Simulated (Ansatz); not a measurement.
An input for Ansatz 0.2.0 (BaTiO3 (P4mm)):

```yaml
crystal:
  lattice:
    - [3.99048, 0.0, 0.0]
    - [0.0, 3.99048, 0.0]
    - [0.0, 0.0, 4.02303]
  atoms:
    - { symbol: Ba, position: [0.0, 0.0, 0.0] }
    - { symbol: Ti, position: [0.5, 0.5, 0.522] }
    - { symbol: O, position: [0.5, 0.5, 0.979] }
    - { symbol: O, position: [0.5, 0.0, 0.488] }
    - { symbol: O, position: [0.0, 0.5, 0.488] }
kpoints:
  mp_grid: { grid: [4, 4, 4] }
  band_path:
    path:
      - [0.0, 0.0, 0.0]
      - [0.0, 0.5, 0.0]
      - [0.5, 0.5, 0.0]
      - [0.0, 0.0, 0.5]
      - [0.0, 0.5, 0.5]
      - [0.5, 0.5, 0.5]
    npoints: 1
hamiltonian:
  xc: hse06
scf:
  occupations: { method: fixed }
  n_extra_bands: 5
output:
  eigenvalues: true
  write_density: true
  write_potential: true
  elf: true
  volumetric_format: npy
```

```sh
ansatz run input.yaml --threads 3 --pin off --max-ram 92160MiB --backend cuda --events-out ev --progress --plain --runs-dir out --devices 1 --max-vram 13GiB
```

**Question.** Estimate wall time and host memory on 1 × NVIDIA H100 80GB HBM3 (shared by 6 runs) with 3 threads of AMD EPYC 7R13 (Zen 3), shared host.

It took 23 s; on shared hardware allow 11 s to 46 s. Peak host memory was 1.2 GiB. The sizes that set the cost: 1245 plane waves a state, 18 irreducible k points and 13 SCF cycles.

Exact exchange couples every pair of k points and filled bands, so it costs far more than a semilocal run.

[Paths, hosts, dates, memory and timing lines, banners, echoed tables and standing remarks are left out of the program output.]

[Logs are printed without paths, hosts, clocks, repeated set-up lines and the standing remarks that a program may print on its own settings, such as how far it seeks lower states.]

[Runs of the session that timed out or met a known fault of the program may be left out.]

[Cells called generated may have been cut or substituted from an entry of the Crystallography Open Database or the Materials Project.]

[Hosts, paths, dates, database ids (printed as entryN), source tags and the programs' standing remarks are cut or masked in the printed files.]
